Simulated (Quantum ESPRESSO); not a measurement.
# Dielectric function and optical constants of ZnSe (Stilleite), part 3 of 3

Wanted: where ZnSe (Stilleite) starts to absorb, how strongly, and its refractive index.

Quantum ESPRESSO 7.5; DFT, PBE, plane waves with norm-conserving potentials (PseudoDojo), scalar-relativistic, independent-particle optical response without local fields and without the non-local commutator.

So far. Step 2 (Ground state): There is a gap, 1.29 eV on this mesh (points off the mesh can give less), so no carriers' term is needed.

## Step 5: Dielectric function

With the density converged, the vertical transitions are summed over the zone.

This step: DFT, PBE, plane waves with norm-conserving potentials (PseudoDojo), scalar-relativistic, independent-particle optical response without local fields and without the non-local commutator (Quantum ESPRESSO 7.5).

The input, epsilon.in:

```
&inputpp
  prefix = 'x'
  outdir = './tmp'
  calculation = 'eps'
/
&energy_grid
  smeartype = 'gauss'
  intersmear = 0.3
  wmin = 0.0
  wmax = 22
  nw = 500
/
```

On the command line:

```sh
$ mpirun -n 4 epsilon.x -nk 4 -in epsilon.in
```

Output:

```text
[banner, memory and clock lines left out]

     Broadcasting variables...

     IMPORTANT: XC functional enforced from input :
     Exchange-correlation= PBE
                           (   1   4   3   4   0   0   0)
     Any further DFT definition will be discarded

     G-vector sticks info

     Fermi energy [eV] is:  8.38376
     The system is a dielectric...
     metallic system: redefining wmin =     0.000000

     Performing eps calculation...

     xx,yy,zz plasmon frequences [eV] are:    16.874867134   16.874867094   16.874867127
```

Elapsed: 3.2 s, on 4 MPI ranks of Arm Neoverse V2, shared host; peak memory 0.05 GiB.

This step gave:

```
electronic dielectric constant ε∞, mean over x, y and z (by symmetry where fewer were run) : 8.089
```

The Im ε, any direction has structure finer than the step of the table below, so its rows give means over 1 eV, whole bins alone (the curve runs from 0 to 22 eV). Peaks (eV: height): 3.4: 7.37, 4.0: 8.68, 5.3: 14.9, 7.0: 9.56.

Sum at mesh points, not converged in k; values under the direct gap are tails of Lorentzian lines. The Im ε, any direction by photon energy; means over each step:

| photon energy (eV) | Im ε, any direction |
| --- | --- |
| 1 | 0.523 |
| 2 | 1.40 |
| 3 | 3.89 |
| 4 | 6.48 |
| 5 | 10.1 |
| 6 | 10.7 |
| 7 | 7.88 |
| 8 | 5.69 |
| 9 | 3.25 |
| 10 | 2.53 |
| 11 | 1.71 |
| 12 | 1.51 |
| 13 | 1.25 |
| 14 | 0.881 |
| 15 | 0.666 |
| 16 | 0.689 |
| 17 | 0.561 |
| 18 | 0.453 |
| 19 | 0.454 |
| 20 | 0.473 |
| 21 | 0.466 |

The reflectivity at normal incidence, any direction has structure finer than the step of the table below, so its rows give means over 0.5 eV, whole bins alone (the curve runs from 0 to 22 eV). Peaks (eV: height): 3.31: 34.0, 3.97: 34.4, 6.08: 49.7, 7.67: 49.9, 10.80: 46.1, 12.26: 39.3, 13.98: 39.7.

Sum at mesh points, not converged in k. The reflectivity at normal incidence, any direction by photon energy; means over each step:

photon energy (eV), reflectivity at normal incidence, any direction (%) and a bar from the least value:
```
      0.5       23.3 ############
      1.0       24.5 #############
      1.5       24.3 ############
      2.0       26.0 ##############
      2.5       27.0 ##############
      3.0       29.9 #################
      3.5       31.0 #################
      4.0       32.4 ###################
      4.5       30.5 #################
      5.0       36.2 #####################
      5.5       43.6 ###########################
      6.0       47.3 ##############################
      6.5       36.7 ######################
      7.0       38.8 #######################
      7.5       45.8 #############################
      8.0       47.6 ##############################
      8.5       47.7 ##############################
      9.0       46.9 #############################
      9.5       42.4 ##########################
     10.0       39.1 ########################
     10.5       44.0 ###########################
     11.0       42.1 ##########################
     11.5       35.2 #####################
     12.0       36.7 ######################
     12.5       35.7 #####################
     13.0       32.5 ###################
     13.5       36.4 ######################
     14.0       38.2 #######################
     14.5       33.3 ###################
     15.0       31.2 ##################
     15.5       23.3 ############
     16.0       20.8 ##########
     16.5       23.8 ############
     17.0       19.6 #########
     17.5       19.2 #########
     18.0       17.3 #######
     18.5       12.3 ###
     19.0       10.3 ##
     19.5       10.1 ##
     20.0        7.6 
     20.5        9.2 #
     21.0       11.9 ###
     21.5       10.3 ##
```

Sum at mesh points, not converged in k; values under the direct gap are tails of Lorentzian lines. Loss function −Im 1/ε at q → 0, any direction against energy loss; read off at these points:

| energy loss (eV) | loss function −Im 1/ε at q → 0, any direction |
| --- | --- |
| 0.00 | 0 |
| 0.50 | 0.00127 |
| 1.00 | 0.00482 |
| 1.50 | 0.00916 |
| 2.00 | 0.0227 |
| 2.50 | 0.0196 |
| 3.00 | 0.0249 |
| 3.50 | 0.0573 |
| 4.00 | 0.0600 |
| 4.50 | 0.0551 |
| 5.00 | 0.0566 |
| 5.50 | 0.0684 |
| 6.00 | 0.0789 |
| 6.50 | 0.160 |
| 7.00 | 0.105 |
| 7.50 | 0.113 |
| 8.00 | 0.142 |
| 8.50 | 0.163 |
| 9.00 | 0.200 |
| 9.50 | 0.241 |
| 10.00 | 0.310 |
| 10.50 | 0.298 |
| 11.00 | 0.387 |
| 11.50 | 0.492 |
| 12.00 | 0.439 |
| 12.50 | 0.582 |
| 13.00 | 0.620 |
| 13.50 | 0.645 |
| 14.00 | 0.729 |
| 14.50 | 1.04 |
| 15.00 | 1.22 |
| 15.50 | 1.60 |
| 16.00 | 1.28 |
| 16.50 | 1.62 |
| 17.00 | 1.85 |
| 17.50 | 1.83 |
| 18.00 | 2.12 |
| 18.16 | 2.32 |
| 18.50 | 1.92 |
| 19.00 | 1.66 |
| 19.50 | 1.70 |
| 20.00 | 1.40 |
| 20.50 | 1.38 |
| 21.00 | 1.84 |
| 21.16 | 1.99 |
| 21.50 | 1.89 |
| 22.00 | 1.82 |

Optical constants at common wavelengths, from n + ik = √ε:

| wavelength (nm) | n | k | R (%) | 1/α |
| --- | --- | --- | --- | --- |
| 1550 | 2.91 | 0.032 | 23.9 | 3.8 µm |
| 633 | 3.14 | 0.296 | 27.1 | 170 nm |
| 532 | 3.06 | 0.240 | 26.0 | 177 nm |
| 450 | 3.19 | 0.396 | 28.0 | 90 nm |
| 405 | 3.34 | 0.473 | 29.9 | 68 nm |
| 365 | 3.23 | 1.134 | 32.7 | 26 nm |
| 248 | 3.29 | 1.413 | 35.5 | 14 nm |

Below the direct gap, k and the depth come from the tails of the Lorentzian lines, not from transitions.

Rows near the edge hang on the gap, which this functional as a rule makes too small, and phonon-assisted absorption is left out.

## Step 6: Outcome

| Property | Result |
| --- | --- |
| electronic dielectric constant ε∞, mean over x, y and z (by symmetry where fewer were run) (independent particles) | 8.09 |

What this shows: At this level (PBE, independent particles) ZnSe has ε∞ = 8.09 and n = 2.91 at 1550 nm. Excitons and phonon-assisted transitions are missing, and so are local fields; PBE gaps are as a rule too small, which pulls the onset down and ε∞ up. epsilon.x leaves out the commutator of the non-local potential, so its intensities are off, as a rule too high. The sum runs over mesh points 0.17 Å⁻¹ apart with no interpolation, so peaks are partly noise of the mesh; over so small a direct gap single mesh points weigh heavily, so ε∞, n and their changes from run to run can be far off.

[Machine, clock, banner and «Message from routine» lines are left out of the logs.]

[Logs are printed without paths, hosts, clocks, repeated set-up lines and the standing remarks that a program may print on its own settings, such as how far it seeks lower states.]

[Hosts, paths, dates, database ids (printed as entryN), source tags and the programs' standing remarks are cut or masked in the printed files.]
